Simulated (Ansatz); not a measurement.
# Phonons of VH2 (Fm-3m) against volume, part 2 of 2

Does VH2 (Fm-3m) expand much on heating, by its phonons?

Ansatz 0.2.0; DFT PBEsol, scalar-relativistic, plane waves, PAW; PAW set soft_1.

So far, highest frequency on path, mesh or solved points (cm⁻¹): step 2 (the dispersion) 1460; step 4 (phonons at the other volume, volume ratio 0.97) 1506.

### 5. Relaxing at another volume, volume ratio 1.03

The volume is scaled by 1.03 and held; symmetry leaves nothing to relax, so this is a single point. The modes can then be followed against volume.

input.yaml reads:

```yaml
crystal:
  lattice:
    - [0.0, 2.1026628524, 2.1026628524]
    - [2.1026628524, 0.0, 2.1026628524]
    - [2.1026628524, 2.1026628524, 0.0]
  atoms:
    - { symbol: V, position: [0.0, 0.0, 0.0] }
    - { symbol: H, position: [0.25, 0.25, 0.25] }
    - { symbol: H, position: [0.75, 0.75, 0.75] }
kpoints:
  mp_grid: { grid: [20, 20, 20] }
hamiltonian:
  xc: pbesol
  pseudopotentials: { kind: paw, azcp: { folder: soft_1 }, xc_functional: pbe }
scf:
  occupations: { method: methfessel_paxton, width: 0.2 }
output:
  forces: true
  stress: true
  eigenvalues: true
```

Started as:

```
$ ansatz run input.yaml --threads 4 --pin off --max-ram 10240MiB --backend cpu --events-out ev --progress --plain --runs-dir out
```

Log:

```text
[...]
Crystal: 3 atoms, lattice volume = 18.593 Å³
Basis set: ecut = 420 eV, 339 PW (Γ), exchange–correlation on 40×40×40 points (8 copies of the dense FFT grid, shifted against one another)
Bands: 12, of which v1, the nominal top of the filled ones, is band 8 counted from 1 (7 counted from 0)
Symmetry: 48 space group operations
[...]
k-points: 256 of 8000
[...]
--- Band table (eV; the first three rows and the last of 256) ---
  k-point 0: bands = [... 4 lower, 2.0924, 12.6791, 12.6791, 12.6791, 14.4744, 14.4744, 15.0008, 29.8066]
  k-point 1: bands = [... 4 lower, 2.1608, 12.3227, 12.7060, 12.7060, 14.4585, 14.4585, 15.3971, 28.9382]
  k-point 2: bands = [... 4 lower, 2.3630, 11.6139, 12.7801, 12.7801, 14.4193, 14.4193, 16.2143, 27.5931]
  k-point 255: bands = [... 4 lower, 7.5515, 7.5515, 10.9182, 14.0281, 15.3794, 17.2673, 17.2673, 20.1826]
[key lines of the parts left out:]
SCF converged after 7 iterations
Free energy (F): -2917.437887 eV
Fermi energy:    13.687446 eV
P = ⅓ Tr σ = -5.2926 GPa (-52.926 kbar)
```

Elapsed: 1.5 s, on 4 threads of Arm Neoverse V1, shared host; peak memory 0.34 GiB; 5.1 s of CPU time.

Read from the output:

```
pressure        : -5.293 GPa
volume per atom : 6.198 Å³
```

The run ends at a pressure of -5.29 GPa.

### 6. Phonons at the other volume, volume ratio 1.03

The phonons are repeated at this volume on the same meshes, so that differences come from the volume alone.

input.yaml: that of step 5 with these lines changed.

```diff
@@ -17,4 +17,11 @@
 output:
-  forces: true
-  stress: true
   eigenvalues: true
+phonons:
+  method: dfpt
+  qmesh: [4, 4, 4]
+  temperatures: { t_max: 1000, t_step: 50 }
+  qpath:
+    path:
+      - [[0.0, 0.0, 0.0], [0.5, 0.0, 0.5], [0.625, 0.25, 0.625]]
+      - [[0.375, 0.375, 0.75], [0.0, 0.0, 0.0], [0.5, 0.5, 0.5], [0.5, 0.25, 0.75], [0.5, 0.0, 0.5]]
+    npoints: 10
```

Log:

```text
[...]
Crystal: 3 atoms, lattice volume = 18.593 Å³
Basis set: ecut = 420 eV, 339 PW (Γ), exchange–correlation on 40×40×40 points (8 copies of the dense FFT grid, shifted against one another)
Bands: 12, of which v1, the nominal top of the filled ones, is band 8 counted from 1 (7 counted from 0)
Symmetry: 48 space group operations
k-points: 256 of 8000
[...]
k-point 255: bands = [... 4 lower, 7.5515, 7.5515, 10.9182, 14.0281, 15.3794, 17.2673, 17.2673, 20.1826]
[...]
ASR residual: 2.568e-5 → 0.000e0 eV/Å²; symmetrization residual: 5.259e-8 eV/Å²
  ASR residual per site (eV/Å²): 2.57e-5 6.77e-6 6.77e-6
  Γ frequencies (cm⁻¹): 0.00 0.00 0.00 1157.10 1157.10 1157.10 1339.46 1339.46 1339.46
--- Phonons (arbitrary-q DFPT): 8 irreducible q on the 4×4×4 mesh ---
[...]
interpolated dispersion: 62 rows × 9 modes
[...]
[key lines of the parts left out:]
SCF converged after 8 iterations
Free energy (F): -2917.437887 eV
Fermi energy:    13.687439 eV
```

Run time: 7.2 min. Hardware: 4 threads; peak memory 4.6 GiB; 28 min of CPU time.

Numbers from this step:

| Property | Result |
| --- | --- |
| sum-rule residual before enforcement | 2.57e-5 eV/Å² |
| highest frequency on path, mesh or solved points | 1416 cm⁻¹ |
| mean frequency | 935.2 cm⁻¹ |
| Debye temperature (second moment) | 1984 K |
| logarithmic mean frequency | 700.9 cm⁻¹ |
| highest optical mode at the zone centre (no LO-TO term) | 1339 cm⁻¹ |
| lowest optical zone-centre mode | 1157 cm⁻¹ |
| lowest mode on the q mesh (acoustic modes at Γ apart) | 132.3 cm⁻¹ |
| zero-point energy per atom | 173.9 meV |
| heat capacity at 300 K | 8.927 J/(mol atoms K) |
| vibrational entropy at 300 K | 9.059 J/(mol atoms K) |
| edges of the widest gap between branches, on path and mesh | 284.7, 1157 cm⁻¹ |

Frequencies (cm⁻¹) solved at each irreducible wavevector; negative means imaginary. Frequencies by wavevector, by row:

```
q in reciprocal lattice units  star  mode 1  mode 2  mode 3  mode 4  mode 5  mode 6  mode 7  mode 8  mode 9
                        0 0 0     1       0       0       0    1157    1157    1157    1340    1340    1340
                     0 0 0.25     8   132.3   132.3   216.9    1190    1190    1244    1342    1358    1358
                     0 0 -0.5     4   192.5   192.5   246.1    1222    1222    1308    1315    1343    1343
                  0 0.25 0.25     6   155.8   155.8   238.7    1194    1194    1278    1316    1375    1375
                  0 0.25 -0.5    24   209.8   216.4   260.9    1221    1253    1260    1349    1358    1379
                 0 0.25 -0.25    12   187.6   195.2   257.2    1197    1269    1289    1326    1342    1370
                  0 -0.5 -0.5     3   223.3   223.3   284.7    1188    1272    1272    1351    1351    1403
              0.25 -0.5 -0.25     6   212.3   253.1   253.1    1226    1234    1312    1312    1359    1416
```

The highest optical mode at the zone centre (no LO-TO term) is 1339.5 cm⁻¹, -43.0 cm⁻¹ against the base run.

### 7. Grüneisen parameters

The Grüneisen parameter of a mode is minus the logarithmic change of its frequency with volume, −d ln ω / d ln V; weighted by heat capacity it gives the expansion.

Numbers from this step:

| Quantity | Value |
| --- | --- |
| bulk modulus | 190.5 GPa |

Phonon branches along the path, in cm⁻¹:

```
    point  branch 1  branch 2  branch 3  branch 4  branch 5  branch 6  branch 7  branch 8  branch 9
        Γ         0         0         0      1206      1206      1206      1382      1382      1382
  halfway       160       160       249      1242      1242      1322      1362      1419      1419
        X       230       230       301      1236      1319      1319      1395      1395      1447
  halfway       230       234       294      1241      1314      1324      1390      1397      1450
        U       226       246       273      1255      1304      1337      1374      1401      1450
jump to K       226       246       273      1255      1304      1337      1374      1401      1450
  halfway       154       161       255      1229      1279      1333      1363      1385      1420
        Γ         0         0         0      1206      1206      1206      1382      1382      1382
  halfway       134       134       227      1237      1237      1290      1386      1401      1401
        L       196       196       262      1268      1268      1353      1360      1388      1388
  halfway       211       231       264      1268      1300      1324      1377      1402      1417
        W       216       264       264      1273      1282      1357      1357      1404      1460
  halfway       224       242       289      1247      1307      1330      1384      1400      1454
        X       230       230       301      1236      1319      1319      1395      1395      1447
```

The same for volume x 0.97:

```
point  branch 1  branch 2  branch 3  branch 4  branch 5  branch 6  branch 7  branch 8  branch 9
    Γ         0         0         0      1256      1256      1256      1428      1428      1428
    X       237       237       318      1285      1368      1368      1442      1442      1494
    U       231       255       287      1304      1353      1385      1420      1448      1496
    K       231       255       287      1304      1353      1385      1420      1448      1496
    Γ         0         0         0      1256      1256      1256      1428      1428      1428
    L       200       200       279      1317      1317      1401      1408      1435      1435
    W       221       276       276      1321      1332      1405      1405      1452      1506
    X       237       237       318      1285      1368      1368      1442      1442      1494
```

The same for volume x 1.03:

```
point  branch 1  branch 2  branch 3  branch 4  branch 5  branch 6  branch 7  branch 8  branch 9
    Γ         0         0         0      1157      1157      1157      1340      1340      1340
    X       223       223       285      1188      1272      1272      1351      1351      1403
    U       220       237       260      1207      1258      1291      1329      1356      1406
    K       220       237       260      1207      1258      1291      1329      1356      1406
    Γ         0         0         0      1157      1157      1157      1340      1340      1340
    L       192       192       246      1222      1222      1308      1315      1343      1343
    W       212       253       253      1226      1234      1312      1312      1359      1416
    X       223       223       285      1188      1272      1272      1351      1351      1403
```

The first set of phonon branches as a text plot (rows in cm⁻¹):

```
   1475 |           *******                             *********
   1412 |********************************************************
   1349 | ******     *************           ********************
   1287 |   *   ***** *******  *****       *** *****************
   1224 |*******  *********  ******************              ****
   1161 |
   1098 |
   1036 |
    973 |
    910 |
    847 |
    785 |
    722 |
    659 |
    596 |
    533 |
    471 |
    408 |
    345 |
    282 |       *****************             *******************
    220 |    *** **************  ***       ***  *****************
    157 |  ******              ***  *     * ****
     94 | ***                     ****   ***
     31 |**                          *****
         Γ           X  U|K            Γ         L        W     X
```

Mode Grueneisen parameter -dln(w)/dln(V), modes matched by rank; at Γ the acoustic branches take the value of a neighbouring point of the path. The mode Grüneisen parameters at the labelled points ():

```
    point  branch 1  branch 2  branch 3  branch 4  branch 5  branch 6  branch 7  branch 8  branch 9
        Γ      0.45      0.45      1.20      1.37      1.37      1.37      1.06      1.06      1.06
  halfway      0.82      0.82      1.44      1.31      1.31      1.15      1.15      1.06      1.06
        X      0.99      0.99      1.85      1.30      1.21      1.21      1.08      1.08      1.04
  halfway      0.95      1.03      1.80      1.29      1.21      1.20      1.09      1.09      1.04
        U      0.82      1.19      1.65      1.28      1.21      1.18      1.11      1.09      1.04
jump to K      0.82      1.19      1.65      1.28      1.21      1.18      1.11      1.09      1.04
  halfway      0.31      0.90      1.52      1.33      1.26      1.17      1.11      1.09      1.06
        Γ      0.29      0.43      1.21      1.37      1.37      1.37      1.06      1.06      1.06
  halfway      0.48      0.48      1.50      1.31      1.31      1.23      1.09      1.07      1.07
        L      0.65      0.65      2.10      1.24      1.24      1.15      1.13      1.10      1.10
  halfway      0.64      1.08      1.75      1.28      1.21      1.17      1.12      1.09      1.07
        W      0.64      1.47      1.47      1.24      1.27      1.14      1.14      1.10      1.03
  halfway      0.82      1.15      1.74      1.28      1.22      1.19      1.10      1.09      1.04
        X      0.99      0.99      1.85      1.30      1.21      1.21      1.08      1.08      1.04
```

The mode Grüneisen parameters as a text plot (rows in , shown from 0.3 to 1.9 only):

```
   1.85 |           ***                              *         **
   1.79 |              *                      *               *
   1.72 |         **    *                             *      *
   1.66 |        *       **                  *         *    *
   1.59 |                                               *
   1.53 |       *          * ****           *              *
   1.46 |      *            *                            **
   1.40 |*                  *    *    **   *               *
   1.33 | ******           * *********  *****           *
   1.27 |   *   *************   *****    *** ********************
   1.21 |*** ** **************** *   ****   **     *******  *****
   1.14 |    ****        ********             ***************
   1.08 |********************************************************
   1.01 |           *******                             *********
   0.95 |        ***   *                             *         *
   0.88 |       *       *       *                             *
   0.82 |      *         **                         *
   0.75 |    **                  *                           *
   0.69 |                  *                      **        *
   0.62 |   *               *     **           *************
   0.56 |                                    **
   0.49 |  *                 **     *       *
   0.43 |**                          ***  **
   0.37 |                      *        **
         Γ           X  U|K            Γ         L        W     X
```

(dS/dlnV)/C_V. Thermodynamic Grueneisen parameter against temperature:

```
temperature (K)  thermodynamic Grueneisen parameter
             50                               0.786
            100                               0.979
            150                                1.03
            200                                1.06
            250                                1.07
            300                                1.09
            350                                1.10
            400                                1.10
            450                                1.11
            500                                1.12
            550                                1.12
            600                                1.12
            650                                1.13
            700                                1.13
            750                                1.13
            800                                1.13
            850                                1.13
            900                                1.13
            950                                1.13
           1000                                1.13
```

Gamma C_V/(B V) at the static volume. The volume expansion by temperature:

```
temperature (K)  volume expansion (1e-6/K)
             50                       1.01
            100                       5.58
            150                       8.71
            200                       10.5
            250                       12.0
            300                       13.7
            350                       15.6
            400                       17.7
            450                       19.8
            500                       21.8
            550                       23.7
            600                       25.4
            650                       26.9
            700                       28.3
            750                       29.4
            800                       30.5
            850                       31.4
            900                       32.3
            950                       33.0
           1000                       33.7
```

### 8. Results

```yaml
bulk_modulus: 190 GPa
thermodynamic_grueneisen_parameter_at_300_k: 1.087
volume_expansion_at_300_k_estimated: 13.69 × 10⁻⁶ K⁻¹
```

In words: By this estimate the volume grows by 13.7 × 10⁻⁶ per kelvin at 300 K. The highest optical mode at Γ goes from 1428 to 1339 cm⁻¹ as the cell grows, a Grüneisen parameter of 1.06. Mode parameters on the path run from 0.27 to 2.1, with a median of 1.1. Branches are matched by rank, so values near crossings are rough. The expansion is the Grüneisen estimate at the static volume, with the static bulk modulus. With no gap, or one that is small against the smearing, the frequencies hang on the k mesh and the smearing, most of all near Kohn anomalies. The phonon runs are without spin polarisation, although the cell has an odd electron count. The PAW files were made for PBE and serve the other functionals too.

[Long decimals in the printed logs are rounded to 6 places.]

[Logs are printed without paths, hosts, clocks, repeated set-up lines and the standing remarks that a program may print on its own settings, such as how far it seeks lower states.]

[Hosts, paths, dates, database ids (printed as entryN), source tags and the programs' standing remarks are cut or masked in the printed files.]

[Where the starting crystal was built by hand or by swapping elements, it need not be the compound's stable phase.]
